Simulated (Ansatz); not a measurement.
# Si on Ag(111): change of the work function, part 3 of 4

Wanted: Δφ(θ) for Si/Ag(111), starting from the fcc site.

Ansatz 0.2.0; plane-wave DFT, PBE, Ansatz PAW.

So far, work function, upper face (eV): step 2 (the clean slab) 4.47; step 3 (37 atoms, coverage 0.111 ML, cell 3x3) 4.63.

### Step 4. The covered slab, k-mesh 6×6×1, coverage 0.25 ML

System of this step: Si/Ag(111). The cell holds 17 atoms: 16 Ag and 1 Si. Its edges and angles: a = 5.784 Å, b = 5.784 Å, c = 27.202 Å, α = 90.0°, β = 90.0°, γ = 60.0°. Vacuum lies along c.

Another coverage, to see how the dipoles act on each other as their distance changes.

File input.yaml:

```yaml
crystal:
  lattice:
    - [5.7841334702, 1.0e-10, 0.0]
    - [2.892066735, 5.0092065241, 0.0]
    - [0.0, 0.0, 27.2020003268]
  atoms:
    - { symbol: Ag, position: [0.0, 0.0, 0.3308580212] }
    - { symbol: Ag, position: [0.1666666667, 0.1666666667, 0.4176664387] }
    - { symbol: Ag, position: [0.3333333333, 0.3333333333, 0.5054791142] }
    - { symbol: Ag, position: [0.0, 0.0, 0.5941195892] }
    - { symbol: Ag, position: [0.0, 0.5, 0.3308580212] }
    - { symbol: Ag, position: [0.1666666667, 0.6666666667, 0.4176664387] }
    - { symbol: Ag, position: [0.3333333333, 0.8333333333, 0.5054791142] }
    - { symbol: Ag, position: [0.0, 0.5, 0.5941195892] }
    - { symbol: Ag, position: [0.5, 0.0, 0.3308580212] }
    - { symbol: Ag, position: [0.6666666667, 0.1666666667, 0.4176664387] }
    - { symbol: Ag, position: [0.8333333333, 0.3333333333, 0.5054791142] }
    - { symbol: Ag, position: [0.5, 0.0, 0.5941195892] }
    - { symbol: Ag, position: [0.5, 0.5, 0.3308580212] }
    - { symbol: Ag, position: [0.6666666667, 0.6666666667, 0.4176664387] }
    - { symbol: Ag, position: [0.8333333333, 0.8333333333, 0.5054791142] }
    - { symbol: Ag, position: [0.5, 0.5, 0.5941195892] }
    - { symbol: Si, position: [0.1666666667, 0.1666666667, 0.6691419788] }
kpoints:
  mp_grid: { grid: [6, 6, 1] }
hamiltonian:
  xc: pbe
scf:
  occupations: { method: fermi_dirac, width: 0.1 }
  convergence: { dr2_threshold: 1.0e-08 }
efield:
  axis: 3
  dipole_correction: true
  ramp_position: 0.97
  ramp_width: 0.06
relax:
  f_tol: 0.02
  max_steps: 60
  constraints: [{ sites: [0, 1, 4, 5, 8, 9, 12, 13] }]
output:
  dos: { projected: true, e_range: [-8, 4] }
  write_potential: true
  write_density: true
  volumetric_format: npy
  elf: true
```

Launch:

```sh
$ ansatz run input.yaml --threads 4 --pin off --max-ram 16384MiB --backend cpu --events-out ev --progress --plain --runs-dir out
```

What it wrote:

```text
[...]
Crystal: 17 atoms, lattice volume = 788.149 Å³
Basis set: ecut = 420 eV, 15499 PW (Γ), exchange–correlation on 80×80×384 points (8 copies of the dense FFT grid, shifted against one another)
Bands: 185, of which v1, the nominal top of the filled ones, is band 154 counted from 1 (153 counted from 0)
Symmetry: 6 space group operations
[...]
k-points: 7 of 36 (time reversal used)
[...]
SCF iter   1: F=—  HF=-122080.412567 eV  |F-HF|=—  |Δ(HF+E_count)|=         —  Δρ=1.39e-3  dr2=2.61e-1  ethr=1.77e-3  p=-0.012 e·Å  D=-2.67e-3 V/Å  ΔV_dip=0.07 eV  dr2_dipole=1.41e-1  V_vac-E_F(+/−)=4.52/4.45 eV  ⟨swp⟩=6.1  Hψ=5037  notcnv=0  defer=100
[...]
SCF iter   9: F=-122080.427460 eV  HF=-122080.427460 eV  |F-HF|=2.22e-8  |Δ(HF+E_count)|=   1.00e-7  Δρ=8.44e-7  dr2=8.21e-9  ethr=3.25e-12  p=-0.037 e·Å  D=-8.54e-3 V/Å  ΔV_dip=0.23 eV  dr2_dipole=3.33e-10  V_vac-E_F(+/−)=4.75/4.51 eV  ⟨swp⟩=16.6  Hψ=9925  notcnv=0
SCF 1 converged in 9 iterations: F = -122080.427460 eV  dr2 = 8.21e-9
[...]
relax step   1: F+E_penalty+E_count = -122080.42745970 eV  Δ(F+E_penalty+E_count) = +0.000e0 eV  max|allowed force component| = 1.228e0 eV/Å  Δτ_max = 0.0000 Å  (9 SCF iters, accepted)
[...]
SCF iter   1: F=—  HF=-122080.637402 eV  |F-HF|=—  |Δ(HF+E_count)|=         —  Δρ=2.65e-3  dr2=2.75e-1  ethr=7.43e-5  p=-0.037 e·Å  D=-8.54e-3 V/Å  ΔV_dip=0.23 eV  dr2_dipole=8.56e-2  V_vac-E_F(+/−)=4.77/4.54 eV  ⟨swp⟩=1.9  Hψ=4261  notcnv=0  defer=118
[...]
eigensolver tolerance schedule calibrated: the retry pair's looser diagonalisation under-reported the residual by θ = 0.17 (0.10/decade); ethr = c·dr2/N_el runs at the constant in force after the calibration composes with the one it found (an armed cap, an earlier calibration), c = 9.4e-2
[...]
SCF iter   2: F=—  HF=-122080.627573 eV  |F-HF|=—  |Δ(HF+E_count)|=   9.83e-3  Δρ=2.27e-3  dr2=5.82e-2  ethr=7.43e-5  p=-0.045 e·Å  D=-1.03e-2 V/Å  ΔV_dip=0.28 eV  dr2_dipole=3.56e-3  V_vac-E_F(+/−)=4.81/4.53 eV  ⟨swp⟩=2.0  Hψ=2225  notcnv=0  defer=118
[...]
SCF iter  10: F=-122080.614583 eV  HF=-122080.614583 eV  |F-HF|=7.35e-9  |Δ(HF+E_count)|=   1.32e-8  Δρ=3.51e-7  dr2=2.84e-9  ethr=3.05e-12  p=-0.045 e·Å  D=-1.04e-2 V/Å  ΔV_dip=0.28 eV  dr2_dipole=8.96e-11  V_vac-E_F(+/−)=4.81/4.53 eV  ⟨swp⟩=13.9  Hψ=8582  notcnv=0
SCF 2 converged in 10 iterations: F = -122080.614583 eV  dr2 = 2.84e-9
relax step   2: F+E_penalty+E_count = -122080.61458320 eV  Δ(F+E_penalty+E_count) = -1.871e-1 eV  max|allowed force component| = 3.431e-1 eV/Å  Δτ_max = 0.1984 Å  (10 SCF iters, accepted)
SCF iter   1: F=—  HF=-122080.635832 eV  |F-HF|=—  |Δ(HF+E_count)|=         —  Δρ=1.59e-3  dr2=2.78e-2  ethr=2.97e-4  p=-0.045 e·Å  D=-1.04e-2 V/Å  ΔV_dip=0.28 eV  dr2_dipole=1.87e-5  V_vac-E_F(+/−)=4.81/4.53 eV  ⟨swp⟩=3.9  Hψ=2510  notcnv=0  defer=121
[...]
SCF iter   9: F=-122080.629054 eV  HF=-122080.629054 eV  |F-HF|=1.08e-8  |Δ(HF+E_count)|=   4.69e-9  Δρ=7.16e-7  dr2=7.83e-9  ethr=3.25e-12  p=-0.044 e·Å  D=-1.01e-2 V/Å  ΔV_dip=0.27 eV  dr2_dipole=5.31e-10  V_vac-E_F(+/−)=4.80/4.53 eV  ⟨swp⟩=12.7  Hψ=9066  notcnv=0
SCF 3 converged in 9 iterations: F = -122080.629054 eV  dr2 = 7.83e-9
relax step   3: F+E_penalty+E_count = -122080.62905408 eV  Δ(F+E_penalty+E_count) = -1.447e-2 eV  max|allowed force component| = 1.146e-1 eV/Å  Δτ_max = 0.1036 Å  (9 SCF iters, accepted)
SCF iter   1: F=—  HF=-122080.632146 eV  |F-HF|=—  |Δ(HF+E_count)|=         —  Δρ=6.07e-4  dr2=3.04e-3  ethr=1.71e-5  p=-0.044 e·Å  D=-1.01e-2 V/Å  ΔV_dip=0.27 eV  dr2_dipole=6.42e-5  V_vac-E_F(+/−)=4.80/4.53 eV  ⟨swp⟩=3.0  Hψ=2408  notcnv=0  defer=125
[...]
SCF iter   8: F=-122080.631805 eV  HF=-122080.631805 eV  |F-HF|=3.75e-9  |Δ(HF+E_count)|=   2.33e-8  Δρ=4.42e-7  dr2=2.15e-9  ethr=3.25e-12  p=-0.044 e·Å  D=-1.01e-2 V/Å  ΔV_dip=0.27 eV  dr2_dipole=3.25e-10  V_vac-E_F(+/−)=4.80/4.53 eV  ⟨swp⟩=13.1  Hψ=8560  notcnv=0
SCF 4 converged in 8 iterations: F = -122080.631805 eV  dr2 = 2.15e-9
relax step   4: F+E_penalty+E_count = -122080.63180501 eV  Δ(F+E_penalty+E_count) = -2.751e-3 eV  max|allowed force component| = 1.781e-2 eV/Å  Δτ_max = 0.0549 Å  (8 SCF iters, accepted)
[...]
SCF converged after 8 iterations
Free energy (F): -122080.631805 eV
[...]
Internal energy: -122080.387888 eV  (E = F + TS)
E sigma→0 (E₀):  -122080.509847 eV
Entropy (-TS):   -0.243917 eV (-14.348 meV/atom)
Fermi energy:    3.249487 eV
Dipole field:    D = -0.010087 V/Å  (p = -0.043935 e·Å, saw-weighted, corrected)
Work function:   Φ+ = 4.8022 eV   Φ− = 4.5278 eV
[...]
--- Forces (eV/Å), atoms counted from 1 ---
  atom   1  Ag     0.02128478     0.01228877    -0.15041304
  atom   2  Ag     0.00000000    -0.00000000     0.18505858
  atom   3  Ag     0.00354844     0.00204869     0.00696386
  atom   4  Ag     0.00272194     0.00157151     0.00725109
  atom   5  Ag     0.00000000    -0.02457754    -0.15041304
  atom   6  Ag     0.03260792    -0.01882619     0.14838179
  atom   7  Ag     0.00000000    -0.00409738     0.00696386
  atom   8  Ag     0.00000000    -0.00314303     0.00725109
  atom   9  Ag    -0.02128478     0.01228877    -0.15041304
  atom  10  Ag    -0.00000000     0.03765238     0.14838179
  atom  11  Ag    -0.00354844     0.00204869     0.00696386
  atom  12  Ag    -0.00272194     0.00157151     0.00725109
  atom  13  Ag     0.00000000    -0.00000000    -0.18899964
  atom  14  Ag    -0.03260792    -0.01882619     0.14838179
  atom  15  Ag    -0.00000000     0.00000000     0.00191824
  atom  16  Ag     0.00000000    -0.00000000    -0.01781382
  atom  17  Si    -0.00000000     0.00000000    -0.01671292
  max |Σ_I F_I| component: 1.55e-6 eV/Å
--- Band table (eV; the first three rows and the last of 7) ---
  k-point 0: bands = [... 150 lower, 3.0906, 3.0906, 3.6215, 3.6962, 3.6962, 3.8977, 4.3023, 4.3023, ... 27 higher]
  k-point 1: bands = [... 150 lower, 2.7325, 2.9518, 3.0115, 3.4137, 3.4138, 3.6326, 4.0393, 4.2009, ... 27 higher]
  k-point 2: bands = [... 150 lower, 2.3329, 2.7876, 2.9144, 3.1592, 3.1947, 3.5113, 4.1805, 4.2159, ... 27 higher]
  k-point 6: bands = [... 150 lower, 1.0484, 1.8745, 2.0143, 2.4902, 3.5325, 3.8534, 4.3316, 5.4886, ... 27 higher]
--- Relaxed structure (4 steps of the walk, 4 accepted, 0 SCFs on fresh bases) ---
  F+E_penalty+E_count = -122080.63180501 eV   max|allowed force component| = 1.781e-2 eV/Å
  atoms:
    - { symbol: Ag, position: [-1.795949e-17, -1.795949e-17, 0.330858] }
    - { symbol: Ag, position: [0.166667, 0.166667, 0.417666] }
    - { symbol: Ag, position: [0.334396, 0.334396, 0.506200] }
    - { symbol: Ag, position: [-0.00420669, -0.00420669, 0.593646] }
    - { symbol: Ag, position: [2.775558e-17, 0.500000, 0.330858] }
    - { symbol: Ag, position: [0.166667, 0.666667, 0.417666] }
    - { symbol: Ag, position: [0.334396, 0.831208, 0.506200] }
    - { symbol: Ag, position: [-0.00420669, 0.508413, 0.593646] }
    - { symbol: Ag, position: [0.5, -1.795949e-17, 0.330858] }
    - { symbol: Ag, position: [0.666667, 0.166667, 0.417666] }
    - { symbol: Ag, position: [0.831208, 0.334396, 0.506200] }
    - { symbol: Ag, position: [0.508413, -0.00420669, 0.593646] }
    - { symbol: Ag, position: [0.5, 0.500000, 0.330858] }
    - { symbol: Ag, position: [0.666667, 0.666667, 0.417666] }
    - { symbol: Ag, position: [0.833333, 0.833333, 0.504799] }
    - { symbol: Ag, position: [0.5, 0.500000, 0.602069] }
    - { symbol: Si, position: [0.166667, 0.166667, 0.658824] }
```

Run time: 1.8 min. Hardware: 4 threads of Intel Xeon Platinum 8259CL at 2.50GHz (Skylake/Cascade Lake), shared host; peak memory 3.4 GiB.

Step by step:

```tsv
step	energy less that of the first step (eV)	largest force component (eV/Å)
1	0.0000	1.2282
2	-0.1871	0.3431
3	-0.2016	0.1146
4	-0.2043	0.0178
```

The run keeps the 6 symmetry operations that the program found, so distortions that break them were not tested.

The atoms that moved most (Å):

```tsv
atom	dx	dy	dz	length
Si17	0.000	0.000	-0.281	0.281
Ag16	0.000	0.000	0.216	0.216
Ag4	-0.036	-0.021	-0.013	0.044
Ag12	0.036	-0.021	-0.013	0.044
Ag8	0.000	0.042	-0.013	0.044
Ag11	-0.009	0.005	0.020	0.022
Ag3	0.009	0.005	0.020	0.022
Ag7	0.000	-0.011	0.020	0.022
```

Final coordinates:

```xyz
17
Lattice="5.7841 0.0000 0.0000 2.8921 5.0092 0.0000 0.0000 0.0000 27.2020" Properties=species:S:1:pos:R:3
Ag    0.0000    0.0000    9.0000
Ag    1.4460    0.8349   11.3614
Ag    2.9013    1.6751   13.7697
Ag   -0.0365   -0.0211   16.1484
Ag    1.4460    2.5046    9.0000
Ag    2.8921    3.3395   11.3614
Ag    4.3381    4.1637   13.7697
Ag    1.4460    2.5467   16.1484
Ag    2.8921    0.0000    9.0000
Ag    4.3381    0.8349   11.3614
Ag    5.7749    1.6751   13.7697
Ag    2.9286   -0.0211   16.1484
Ag    4.3381    2.5046    9.0000
Ag    5.7841    3.3395   11.3614
Ag    7.2302    4.1743   13.7315
Ag    4.3381    2.5046   16.3775
Si    1.4460    0.8349   17.9213
```

Read from the output:

```yaml
energy_at_zero_smearing: -122080.5098 eV
work_function_upper_face: 4.802 eV
work_function_lower_face: 4.528 eV
dipole_along_the_normal: -0.04394 e·Å
step_between_the_vacuum_levels: 0.2744 eV
```

The density of states has structure finer than the step of the table below, so its rows give means over 0.25 eV. Peaks (eV: height): -5.020: 79.2, -4.780: 99.4, -4.660: 74.1, -4.540: 102, -3.940: 85.7, -3.820: 85.2, -3.040: 83.0.

Table of density of states by energy, zero at the Fermi level; means over each step:

```tsv
energy (eV)	density of states (states/eV a cell)
-7.50	0
-7.25	0.169
-7.00	1.25
-6.75	1.35
-6.50	1.58
-6.25	5.36
-6.00	27.3
-5.75	52.1
-5.50	45.9
-5.25	42.2
-5.00	42.2
-4.75	58.5
-4.50	63.9
-4.25	49.4
-4.00	56.1
-3.75	50.4
-3.50	57.0
-3.25	53.6
-3.00	62.9
-2.75	10.9
-2.50	5.71
-2.25	2.54
-2.00	2.83
-1.75	5.66
-1.50	2.99
-1.25	5.79
-1.00	4.95
-0.75	4.48
-0.50	5.10
-0.25	6.70
0.00	8.44
0.25	3.80
0.50	3.89
0.75	4.24
1.00	6.80
1.25	5.51
1.50	4.69
1.75	7.42
```

Projected DOS per atom over height of the atomic layer and energy from the Fermi level. Layers: Ag4 Ag4 Ag4 Ag4 Si from below.

Values in states/eV, 22 rows by 5 columns, each cell a mean:
```
0.18 0.18 0.18 0.19 0.91
0.20 0.18 0.18 0.15 0.80
0.19 0.17 0.14 0.14 1.12
0.15 0.13 0.09 0.12 0.71
0.38 0.35 0.29 0.16 1.88
0.19 0.17 0.24 0.22 1.19
0.25 0.18 0.18 0.25 0.94
0.24 0.20 0.17 0.23 0.59
0.23 0.25 0.31 0.24 0.45
0.24 0.19 0.19 0.25 0.36
1.67 1.60 1.67 0.81 0.31
3.86 3.54 3.34 3.07 0.38
4.06 2.49 3.46 3.54 0.41
3.67 2.45 2.65 3.25 0.30
3.51 3.77 3.49 3.65 0.37
2.15 2.22 2.55 2.81 0.29
2.62 3.34 2.75 3.10 0.31
0.98 2.89 2.42 1.62 0.24
0.07 0.25 0.22 0.07 0.02
0.04 0.16 0.10 0.02 0.02
0.01 0.02 0.01 0.00 0.00
0.00 0.00 0.00 0.00 0.00
```
Columns: height of the atomic layer (Å) from 9 to 17.9 (not evenly spaced); rows upwards: energy from the Fermi level (eV) from -7.96 to 1.95.

Valence density in the ca plane at fractional y = 0.167, with atoms of Ag and Si within 0.2 Å of it. It is the smooth field of the valence electrons, not physical close to the nuclei.

Values in e/Å³, 8 rows by 16 columns, each cell a mean:
```
 1  0  0  0  1  0  1  1  0  0  0  0  0  0  0  0
 0  1  3  0  0  0  0  0  0  0  0  0  0  0  0  0
 0  3 13  1  0  0  0  0  0  0  0  0  0  0  0  0
 0  1  4  0  0  0  0  0  0  0  0  0  0  0  0  0
 1  0  0  0  1  0  1  1  0  0  0  0  0  0  0  0
 0  1  3  0  0  0  0  0  0  0  0  0  0  0  0  0
 0  3 13  1  0  0  0  0  0  0  0  0  0  0  0  0
 0  1  4  0  0  0  0  0  0  0  0  0  0  0  0  0
```
Columns run along c (16.0 Å, from fractional 0.34 to 0.92 of the cell), rows up along a (5.8 Å). Atoms in or near the plane, at fractional coordinates: Ag at (0.42, 0.17), Ag at (0.42, 0.67), Si at (0.66, 0.17).

ELF in the ca plane at fractional y = 0.167, with atoms of Ag and Si within 0.2 Å of it. It is the smooth field of the valence electrons, not physical close to the nuclei.

Values, 8 rows by 16 columns, each cell a mean:
```
0.26 0.16 0.17 0.17 0.31 0.22 0.23 0.29 0.39 0.59 0.44 0.11 0.01 0.00 0.00 0.00
0.19 0.24 0.40 0.19 0.21 0.18 0.19 0.21 0.18 0.12 0.05 0.01 0.00 0.00 0.00 0.00
0.19 0.37 0.71 0.25 0.19 0.17 0.17 0.20 0.14 0.03 0.00 0.00 0.00 0.00 0.00 0.00
0.19 0.25 0.43 0.19 0.20 0.17 0.19 0.21 0.18 0.11 0.05 0.01 0.00 0.00 0.00 0.00
0.26 0.16 0.17 0.17 0.31 0.21 0.23 0.29 0.37 0.56 0.41 0.10 0.01 0.00 0.00 0.00
0.19 0.24 0.40 0.19 0.21 0.17 0.18 0.26 0.60 0.85 0.82 0.32 0.03 0.00 0.00 0.00
0.19 0.37 0.70 0.25 0.18 0.15 0.16 0.34 0.45 0.84 0.91 0.43 0.04 0.00 0.00 0.00
0.19 0.25 0.43 0.19 0.20 0.17 0.18 0.27 0.60 0.85 0.83 0.33 0.03 0.00 0.00 0.00
```
Columns run along c (16.0 Å, from fractional 0.34 to 0.92 of the cell), rows up along a (5.8 Å). Atoms in or near the plane, at fractional coordinates: Ag at (0.42, 0.17), Ag at (0.42, 0.67), Si at (0.66, 0.17).

Electrostatic potential energy in the ca plane at fractional y = 0.167, with atoms of Ag and Si within 0.2 Å of it. With pseudopotentials it is smooth inside the atoms' cores, unlike the true potential.

Ten even steps from '0' (-34 eV) to '9' (8 eV), each cell a mean:
```
57899888998754688865578888999999999999999999
57899888998754688864579999999999999999999999
78887545789876789877789999999999999999999999
89984101489988999998899999999999999999999999
99972000379999999999999999999999999999999999
99973000379999999999999999999999999999999999
88986323689888899987889999999999999999999999
67898777898755789865689999999999999999999999
47899888998644688864578999999999999999999999
67898777898765789876678777899999999999999999
88986323689888899988886313689999999999999999
99973000379999999999884000379999999999999999
99972000379999999999873000279999999999999999
89984101489988999998885100489999999999999999
78887545799877889887787656799999999999999999
```
Columns run along c (16.0 Å, from fractional 0.34 to 0.92 of the cell; values clipped at the 3rd and 97th percentile), rows up along a (5.8 Å). Atoms in or near the plane, at fractional coordinates: Ag at (0.42, 0.17), Ag at (0.42, 0.67), Si at (0.66, 0.17).

The relaxation took 4 steps and lowered the energy by 0.20 eV; the largest force on the free atoms ends at 0.018 eV/Å.

By hand: a sheet of dipoles makes a step −p/(ε₀A) in the electron's potential. With e/ε₀ = 180.95 V·Å, p = -0.04394 e·Å and A = 28.97 Å², that is −180.95 × (-0.04394) / 28.97 = +0.274 eV, and the two vacuum levels of the run differ by +0.274 eV.

The covered face has 4.80 eV, +0.33 eV against the clean one; the bare back face has moved by +0.08 eV, a measure of how thin the slab is.

### Step 5. The covered slab, k-mesh 6×6×1, coverage 0.5 ML

System of this step: Si/Ag(111). The cell holds 18 atoms: 16 Ag and 2 Si. Cell: a = 5.784 Å, b = 5.784 Å, c = 27.202 Å, α = 90.0°, β = 90.0°, γ = 60.0°. Vacuum lies along c.

Another coverage, to see how the dipoles act on each other as their distance changes.

input.yaml, as its differences from that of step 4:

```diff
@@ -23,2 +23,3 @@
     - { symbol: Si, position: [0.1666666667, 0.1666666667, 0.6691419788] }
+    - { symbol: Si, position: [0.6666666667, 0.1666666667, 0.6691419788] }
 kpoints:
```

What it wrote:

```text
[...]
Crystal: 18 atoms, lattice volume = 788.149 Å³
Basis set: ecut = 420 eV, 15499 PW (Γ), exchange–correlation on 80×80×384 points (8 copies of the dense FFT grid, shifted against one another)
Bands: 188, of which v1, the nominal top of the filled ones, is band 156 counted from 1 (155 counted from 0)
Symmetry: 4 space group operations
[...]
- { symbol: Ag, position: [0.500000, 0.500000, 0.330858] }
    - { symbol: Ag, position: [0.666667, 0.666667, 0.417666] }
    - { symbol: Ag, position: [0.833391, 0.833218, 0.505762] }
    - { symbol: Ag, position: [0.493626, 0.512747, 0.598294] }
    - { symbol: Si, position: [0.166376, 0.167249, 0.668028] }
    - { symbol: Si, position: [0.666376, 0.167249, 0.668028] }
[key lines of the parts left out:]
SCF converged after 8 iterations
Free energy (F): -122715.767072 eV
Fermi energy:    3.583659 eV
Dipole field:    D = -0.014767 V/Å  (p = -0.064318 e·Å, saw-weighted, corrected)
Work function:   Φ+ = 4.8306 eV   Φ− = 4.4290 eV
```

It took 3.3 min on 4 threads; peak memory 4 GiB; 12 min of CPU time.

The steps of the relaxation:

```tsv
step	energy less that of the first step (eV)	largest force component (eV/Å)
1	0.0000	0.2646
2	-0.0321	0.2393
3	-0.0439	0.0420
4	-0.0450	0.0078
```

The run keeps the 4 symmetry operations that the program found, so distortions that break them were not tested.

The atoms that moved most (Å):

```tsv
atom	dx	dy	dz	length
Ag8	0.000	0.064	0.114	0.130
Ag16	0.000	0.064	0.114	0.130
Si18	0.000	0.003	-0.030	0.030
Si17	0.000	0.003	-0.030	0.030
Ag11	0.000	0.017	0.021	0.027
Ag3	0.000	0.017	0.021	0.027
Ag4	0.000	0.003	-0.014	0.014
Ag12	0.000	0.003	-0.014	0.014
```

The relaxed structure:

```cif
data_structure
_symmetry_space_group_name_H-M 'P 1'
_symmetry_Int_Tables_number 1
_cell_length_a 5.7841
_cell_length_b 5.7841
_cell_length_c 27.2020
_cell_angle_alpha 90.000
_cell_angle_beta 90.000
_cell_angle_gamma 60.000
_cell_volume 788.15
loop_
_atom_site_label
_atom_site_type_symbol
_atom_site_fract_x
_atom_site_fract_y
_atom_site_fract_z
_atom_site_occupancy
Ag1 Ag 0.00000 0.00000 0.33086 1
Ag2 Ag 0.16667 0.16667 0.41767 1
Ag3 Ag 0.33166 0.33667 0.50624 1
Ag4 Ag 0.99972 0.00056 0.59362 1
Ag5 Ag 0.00000 0.50000 0.33086 1
Ag6 Ag 0.16667 0.66667 0.41767 1
Ag7 Ag 0.33339 0.83322 0.50576 1
Ag8 Ag 0.99363 0.51275 0.59829 1
Ag9 Ag 0.50000 0.00000 0.33086 1
Ag10 Ag 0.66667 0.16667 0.41767 1
Ag11 Ag 0.83166 0.33667 0.50624 1
Ag12 Ag 0.49972 0.00056 0.59362 1
Ag13 Ag 0.50000 0.50000 0.33086 1
Ag14 Ag 0.66667 0.66667 0.41767 1
Ag15 Ag 0.83339 0.83322 0.50576 1
Ag16 Ag 0.49363 0.51275 0.59829 1
Si17 Si 0.16638 0.16725 0.66803 1
Si18 Si 0.66638 0.16725 0.66803 1
```

The relaxation took 4 steps and lowered the energy by 0.045 eV; the largest force on the free atoms ends at 0.0078 eV/Å.

The covered face has 4.83 eV, +0.36 eV against the clean one; the bare back face has moved by -0.02 eV, a measure of how thin the slab is.

[end of part 3 of 4]

[Long decimals in the printed logs are rounded to 6 places.]

[Logs are printed without paths, hosts, clocks, repeated set-up lines and the standing remarks that a program may print on its own settings, such as how far it seeks lower states.]

[Hosts, paths, dates, database ids (printed as entryN), source tags and the programs' standing remarks are cut or masked in the printed files.]

[Maps of the electrostatic potential energy from Ansatz leave out the sawtooth potential of an applied field or a dipole correction, so their vacuum need not be flat; planar profiles and work functions include it.]

[The density of states shown here was stored with 400 of the rows of the run's finer table, so its peaks can read low, often by over a quarter, or be missed, and its means over a window can be off by a tenth or more.]
